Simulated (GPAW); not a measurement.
# Optical response of Al2O3 (Corundum)

Aim: the dielectric function of Al2O3 (Corundum), and the optical constants that follow from it.

Method: DFT, PBE, plane-wave PAW (GPAW data sets), scalar-relativistic, RPA, optical limit, in GPAW 26.7.0.

## (1) The structure

Symmetry: R-3c, No. 167, trigonal system. The conventional cell has a = 4.760 Å, b = 4.760 Å, c = 12.996 Å, α = 90.00°, β = 90.00°, γ = 120.00°. Nearest to Al lie 6 O at 1.85 to 1.97 Å. Nearest to O lie 4 Al at 1.85 to 1.97 Å. Farther neighbours and most contacts between anions are not listed.

## (2) Ground state

The self-consistent density comes first; it also tells whether there is a gap, which decides the occupations and the need for a Drude term.

This step: DFT, PBE, plane-wave PAW (GPAW data sets), scalar-relativistic, ground state (GPAW 26.7.0).

The input, gs.py:

```python
from ase import Atoms
from ase.dft.bandgap import bandgap
from gpaw import GPAW, PW, FermiDirac

atoms = Atoms(['Al', 'Al', 'Al', 'Al', 'O', 'O', 'O', 'O', 'O', 'O'],
              cell=[[2.380250000000, 1.374237978200, 4.331866666700],
                    [-2.380250000000, 1.374237978200, 4.331866666700],
                    [0.000000000000, -2.748475956500, 4.331866666700]],
              scaled_positions=[[0.852160000000, 0.852160000000, 0.852160000000],
                                [0.647840000000, 0.647840000000, 0.647840000000],
                                [0.147840000000, 0.147840000000, 0.147840000000],
                                [0.352160000000, 0.352160000000, 0.352160000000],
                                [0.056680000000, 0.750000000000, 0.443320000000],
                                [0.750000000000, 0.443320000000, 0.056680000000],
                                [0.443320000000, 0.056680000000, 0.750000000000],
                                [0.943320000000, 0.250000000000, 0.556680000000],
                                [0.250000000000, 0.556680000000, 0.943320000000],
                                [0.556680000000, 0.943320000000, 0.250000000000]],
              pbc=[True, True, True])
atoms.calc = GPAW(mode=PW(550), xc='PBE', kpts={'size': (6, 6, 6), 'gamma': True},
                  occupations=FermiDirac(0.05), maxiter=150, txt='gs.txt')
print('energy (eV)', atoms.get_potential_energy())
print('Fermi level (eV)', atoms.calc.get_fermi_level())
print('valence electrons', atoms.calc.get_number_of_electrons())
print('gap (eV)', bandgap(atoms.calc, output=None)[0])
print('direct gap (eV)', bandgap(atoms.calc, direct=True, output=None)[0])
atoms.calc.write('gs.gpw')
```

The run is started by

```bash
> OMP_NUM_THREADS=1 python gs.py
```

Numbers of over 12 decimals in the logs are rounded to 6 here.

The program printed:

```text
__  _  _
 | _ |_)|_||  |
 |__||  | ||/\| - 26.7.0

Versions:
  Python: 3.12.14
  ASE:    3.29.0
  Numpy:  2.5.5
  Scipy:  1.18.1
  Libxc:  7.0.0

Input parameters:
  mode=PW(ecut=550.0),
  kpts=MonkhorstPack(size=(6, 6, 6), gamma=True),
  maxiter=150,
  occupations=Occupations(name='fermi-dirac', width=0.05, fixmagmom=False),
  xc=XC(name='PBE')

Diagonalizing LCAO Hamiltonian
Converting LCAO to pw mode

            Al

           OAl
                O
         O     O
        O
            AO

            Al

Atoms  # Å, Bohr magnetons
|   | symbol |         x |         y |         z |    initial magnetic moments |
| 0 |     Al |  0.000000 | -0.000000 | 11.074330 | ( 0.0000,  0.0000,  0.0000) |
| 1 |     Al | -0.000000 | -0.000000 |  8.419070 | ( 0.0000,  0.0000,  0.0000) |
| 2 |     Al | -0.000000 | -0.000000 |  1.921270 | ( 0.0000,  0.0000,  0.0000) |
| 3 |     Al | -0.000000 | -0.000000 |  4.576530 | ( 0.0000,  0.0000,  0.0000) |
| 4 |      O | -1.650275 | -0.109884 |  5.414833 | ( 0.0000,  0.0000,  0.0000) |
| 5 |      O |  0.729975 |  1.484122 |  5.414833 | ( 0.0000,  0.0000,  0.0000) |
| 6 |      O |  0.920300 | -1.374238 |  5.414833 | ( 0.0000,  0.0000,  0.0000) |
| 7 |      O |  1.650275 |  0.109884 |  7.580767 | ( 0.0000,  0.0000,  0.0000) |
| 8 |      O | -0.729975 | -1.484122 |  7.580767 | ( 0.0000,  0.0000,  0.0000) |
| 9 |      O | -0.920300 |  1.374238 |  7.580767 | ( 0.0000,  0.0000,  0.0000) |

Unit cell  # Å
| periodic |         x |         y |        z |  lengths |    angles |
|      yes |  2.380250 |  1.374238 | 4.331867 | 5.130223 | 55.286671 |
|      yes | -2.380250 |  1.374238 | 4.331867 | 5.130223 | 55.286671 |
|      yes |  0.000000 | -2.748476 | 4.331867 | 5.130223 | 55.286671 |

Number of symmetries: 6
Symmetry operations  # r_c * U_cc + t_c -> r_c
|   | kind |            matrix            |
| 0 |  E   |  1, 0, 0,  0, 1, 0,  0, 0, 1 |
| 1 |  C3  |  0, 1, 0,  0, 0, 1,  1, 0, 0 |
| 2 |  C3  |  0, 0, 1,  1, 0, 0,  0, 1, 0 |
| 3 |  S6  |  0, 0,-1, -1, 0, 0,  0,-1, 0 |
| 4 |  S6  |  0,-1, 0,  0, 0,-1, -1, 0, 0 |
| 5 |  i   | -1, 0, 0,  0,-1, 0,  0, 0,-1 |

BZ-sampling:
  Number of BZ points: 216
  Number of IBZ points: 40

  Monkhorst-Pack size: [6, 6, 6]
  Monkhorst-Pack shift: [0.083333, 0.083333, 0.083333]

K-points  # in reciprocal-cell coordinates
|     |                                coordinates |     weight |
|   0 | (  0.00000000,   0.00000000,   0.00000000) | 0.00462963 |
|   1 | (  0.16666667,   0.00000000,  -0.16666667) | 0.02777778 |
|   2 | (  0.16666667,   0.00000000,   0.00000000) | 0.02777778 |
|   3 | (  0.16666667,   0.16666667,  -0.16666667) | 0.02777778 |
|   4 | (  0.16666667,   0.16666667,   0.00000000) | 0.02777778 |
|   5 | (  0.16666667,   0.16666667,   0.16666667) | 0.00925926 |
|   6 | (  0.33333333,  -0.16666667,  -0.33333333) | 0.02777778 |
|   7 | (  0.33333333,  -0.16666667,  -0.16666667) | 0.02777778 |
|   8 | (  0.33333333,  -0.16666667,   0.00000000) | 0.02777778 |
|   9 | (  0.33333333,  -0.16666667,   0.16666667) | 0.02777778 |
| ... |                                            |            |
|  39 | (  0.50000000,   0.50000000,   0.50000000) | 0.00462963 |

Plane wave coefficients: 2506
Cutoff: 550.0 eV

Spin-components: 1 (collinear spins)
Bands:           33
Projectors:      50
Spin-degeneracy: 2
Datatype:        complex128

Parallelization:
  kpt:    1
  domain: 1
  band:   1

Density:
  Valence electrons: 48.0
  Components: 1
  Grid points: [28 28 28]
  Charge: 0.0  # |e|

Potential:
  Grid points: [28 28 28]

species:
  Al:
    name:    Aluminium
    id:
    Z:       13.0
    valence: 3
    core:    10
    charge:  0.0  # [|e|]
    compensation charges:
      type: gauss
      rc: 0.34  # [Å]
      lmax: 2
    cutoffs:
      filter: 1.91  # [Å]
      core: 2.36  # [Å]
    projectors
    | kind |    occ | energy [eV] | rcut [Å] |
    |   3s |  2.000 |      -7.753 |    1.085 |
    |   3p |  1.000 |      -2.712 |    1.085 |
    |    s |        |      19.459 |    1.085 |
    |    p |        |      24.499 |    1.085 |
    |    d |        |       0.000 |    1.085 |

    Using partial waves for Al as LCAO basis

  O:
    name:    Oxygen
    id:
    Z:       8.0
    valence: 6
    core:    2
    charge:  0.0  # [|e|]
    compensation charges:
      type: gauss
      rc: 0.21  # [Å]
      lmax: 2
    cutoffs:
      filter: 1.17  # [Å]
      core: 0.83  # [Å]
    projectors
    | kind |    occ | energy [eV] | rcut [Å] |
    |   2s |  2.000 |     -23.961 |    0.688 |
    |   2p |  4.000 |      -9.029 |    0.598 |
    |    s |        |       3.251 |    0.688 |
    |    p |        |      18.182 |    0.598 |
    |    d |        |       0.000 |    0.619 |

    Using partial waves for O as LCAO basis

Reference energy: -38658.806866  # eV

eigensolver:
  PPCG
  Converge bands: occupied
  niter=2

density mixing:
  MSR1-Mixer
  Pratt-step length: 0.05
  Maximum mixing coefficient: 0.75
  Old densities: 10
  SVD Regularization: 0.005
  Good broyden scale: 1.0
  Trust region scale: 1.0
  Backstep threshold: 4.0
  History deletion threshold: 6.0
  Fourier metric: weight=20.0, sigma=0.015

occupation numbers:
  Fermi-Dirac:
    width: 0.0500  # eV

poisson solver:
  ecut: 4400.0  # eV

xc functional:
  name: PBE with 2 nearest neighbor stencil

convergence criteria:
- Maximum [total energy] change in last 3 cyles: 0.0005 eV / valence electron
- Maximum integral of absolute [dens]ity change: 0.0001 electrons / valence electron
- Maximum integral of absolute [eigenst]ate change: 4e-08 eV^2 / valence electron
maximum number of iterations: 150

SCF iterations
|iter     |      energy | eigst |  dens |
|iter:   1||  -81.044374 | -0.13 |       |
|iter:   2||  -79.341569 | -1.88 | -0.72 |
|iter:   3||  -74.338714 | -0.86 | -0.77 |
|iter:   4||  -74.438945 | -2.75 | -1.35 |
|iter:   5||  -74.485763 | -3.47 | -1.66 |
|iter:   6||  -74.486122 | -5.26 | -2.86 |
|iter:   7||  -74.486172c| -6.38 | -3.29 |
|iter:   8||  -74.486172c| -7.87c| -4.44c|

Converged in 8 steps
SCF loop duration: 53.409 s (6.676 s/step)
Energy contributions relative to reference atoms: (reference = -38658.806866)

Energy contributions:
  Kinetic:          81.423672
  Coulomb:         -69.615306
  Zero:              0.555256
  External:          0.000000
  Xc:              -86.849795
  Entropy:          -0.000000
  Spinorbit:         0.000000
  ----------------------------
  Free energy:     -74.486172
  Extrapolated:    -74.486172

dipole moment: (-0.000000, -0.000000, -0.000004)  # |e|*Ang

Fermi level: 7.652
Eigenvalues  # (at kpt = [0.000, 0.000, 0.000])
| band index |      eig [eV] | occ [0-2] |
|          0 |       -12.991 |     2.000 |
|        ... |               |           |
|         16 |         4.832 |     2.000 |
|         17 |         4.961 |     2.000 |
|         18 |         4.961 |     2.000 |
|         19 |         5.756 |     2.000 |
|         20 |         5.756 |     2.000 |
|         21 |         6.222 |     2.000 |
|         22 |         6.222 |     2.000 |
|         23 |         6.269 |     2.000 |
|         24 |        12.480 |     0.000 |
|         25 |        15.409 |     0.000 |
|         26 |        17.029 |     0.000 |
|         27 |        17.796 |     0.000 |
|         28 |        17.796 |     0.000 |
|         29 |        17.986 |     0.000 |
|         30 |        18.642 |     0.000 |
|         31 |        18.699 |     0.000 |
|         32 |        19.835 |     0.000 |

Gap: 6.210 eV
Transition (v -> c):
  (s=0, k=0, n=23, [0.00, 0.00, 0.00]) -> (s=0, k=0, n=24, [0.00, 0.00, 0.00])
No difference between direct/indirect transitions

--- standard output ---
energy (eV) -74.486172
Fermi level (eV) 7.651600
valence electrons 48.0
gap (eV) 6.210253
direct gap (eV) 6.210253
```

Wall time 61 s (1 thread of Arm Neoverse V2, shared host); peak memory 0.24 GiB.

Read-outs, printed or worked out from the files:

```
energy                 : -74.4862 eV
Fermi energy           : 7.652 eV
gap on the k-mesh      : 6.210 eV
direct gap on the mesh : 6.210 eV
electrons              : 48
```

There is a gap, 6.21 eV on this mesh (points off the mesh can give less), so no carriers' term is needed.

## (3) Bands for the response

At the fixed density, many empty bands are solved on the mesh of the response, since the spectrum sums over them.

This step: DFT, PBE, plane-wave PAW (GPAW data sets), scalar-relativistic, bands at fixed density (GPAW 26.7.0).

The input, nscf.py:

```python
from ase.dft.bandgap import bandgap
from gpaw import GPAW, FermiDirac

calc = GPAW('gs.gpw').fixed_density(kpts={'size': (7, 7, 7), 'gamma': True}, nbands=63, convergence={'bands': 57},
                                    occupations=FermiDirac(0.001), txt='nscf.txt')
print('gap (eV)', bandgap(calc, output=None)[0])
print('direct gap (eV)', bandgap(calc, direct=True, output=None)[0])
print('top band over the Fermi level (eV)', min(calc.get_eigenvalues(kpt=k)[56] for k in range(len(calc.get_ibz_k_points()))) - calc.get_fermi_level())
calc.write('full.gpw', mode='all')
```

The run is started by

```bash
> OMP_NUM_THREADS=1 python nscf.py
```

The program printed:

```text
Diagonalizing LCAO Hamiltonian
Converting LCAO to pw mode
convergence criteria:
- Maximum integral of absolute [eigenst]ate change: 4e-08 eV^2 / valence electron
maximum number of iterations: 150

SCF iterations
|iter     |      energy | eigst |  dens |
|iter:   1||             | +2.94 |       |
|iter:   2||             | +1.76 |       |
|iter:   3||             | +0.64 |       |
|iter:   4||             | -0.54 |       |
|iter:   5||             | -1.43 |       |
|iter:   6||             | -2.43 |       |
|iter:   7||             | -3.17 |       |
|iter:   8||             | -4.10 |       |
|iter:   9||             | -4.81 |       |
|iter:  10||             | -5.71 |       |
|iter:  11||             | -6.41 |       |
|iter:  12||             | -7.07 |       |
|iter:  13||             | -7.50c|       |
SCF steps: 13
  __  _  _
 | _ |_)|_||  |
 |__||  | ||/\| - 26.7.0

Versions:
  Python: 3.12.14
  ASE:    3.29.0
  Numpy:  2.5.5
  Scipy:  1.18.1
  Libxc:  7.0.0

Input parameters:
  mode=PW(ecut=550.0),
  convergence={'bands': 57},
  gpts=array([28, 28, 28]),
  kpts=MonkhorstPack(size=(7, 7, 7), gamma=True),
  maxiter=150,
  nbands=63,
  occupations=Occupations(name='fermi-dirac', width=0.001, fixmagmom=False),
  parallel={},
  xc=XC(name='PBE')

--- standard output ---
gap (eV) 6.210253
direct gap (eV) 6.210253
top band over the Fermi level (eV) 22.763651
```

Elapsed: 3.8 min, on 1 thread; peak memory 0.39 GiB.

## (4) Dielectric function, RPA

Local fields let the induced charge screen the field inside the cell, which as a rule lowers ε, most along directions where the density is uneven.

This step: DFT, PBE, plane-wave PAW (GPAW data sets), scalar-relativistic, RPA, optical limit (GPAW 26.7.0).

The input, df.py:

```python
from gpaw.response.df import DielectricFunction

df = DielectricFunction('full.gpw', frequencies={'type': 'nonlinear', 'domega0': 0.03, 'omega2': 8},
                        ecut=50,
                        eta=0.12,
                        nbands=57,
                        txt='df.txt')
for direction in ['x', 'z']:
    df.get_dielectric_function(xc='RPA', direction=direction, filename=f'df_{direction}.csv')
```

The run is started by

```bash
> OMP_NUM_THREADS=1 python df.py
```

The program printed:

```text
Using integrator: PointIntegrator
NonLinearFrequencyDescriptor(from 0.000 to 46.201 eV, 455 points)
Nonperiodic BCs:  [False False False]
Using integrator: PointIntegrator
NonLinearFrequencyDescriptor(from 0.000 to 46.201 eV, 455 points)
Nonperiodic BCs:  [False False False]

Calculating chi0 body with:
    Ground state adapter containing:
    Number of spins: 1
    Number of kpoints: 343
    Number of irreducible kpoints: 60
    Number of completely occupied states: 24
    Number of partially occupied states: 24

    Linear response parametrization:
    q_c: [0.0, 0.0, 0.0]
    Number of frequency points: 455
    Planewave cutoff: 50.0
    Number of bands: 57
    Number of planewaves: 65
    Broadening (eta): 0.12

Integrating chi0 body.

Symmetries of q_c:
    Direct symmetries (Uq -> q): 6
    Indirect symmetries (TUq -> q): 0
In total 6 allowed symmetries.

60 groups of equivalent kpoints. 82.507289% reduction.

Integral kind: spectral function

Calculating chi0 optical extensions with:
    Ground state adapter containing:
    Number of spins: 1
    Number of kpoints: 343
    Number of irreducible kpoints: 60
    Number of completely occupied states: 24
    Number of partially occupied states: 24

    Linear response parametrization:
    Number of frequency points: 455
    Planewave cutoff: 50.0
    Number of bands: 57
    Number of planewaves: 65
    Broadening (eta): 0.12
Integrating chi0 head and wings.

Symmetries of q_c:
    Direct symmetries (Uq -> q): 6
    Indirect symmetries (TUq -> q): 0
In total 6 allowed symmetries.

60 groups of equivalent kpoints. 82.507289% reduction.

Integral kind: spectral function wings
```

Run time: 43 s. Hardware: 1 thread; peak memory 0.3 GiB.

Read-outs, printed or worked out from the files:

- electronic dielectric constant ε∞, mean over x, y and z (by symmetry where fewer were run): 3.055

(Continued in part 2 of 2.)

[Machine, clock and banner lines and Python warnings are left out of the logs.]

[Logs are printed without paths, hosts, clocks, repeated set-up lines and the standing remarks that a program may print on its own settings, such as how far it seeks lower states.]

[Hosts, paths, dates, database ids (printed as entryN), source tags and the programs' standing remarks are cut or masked in the printed files.]
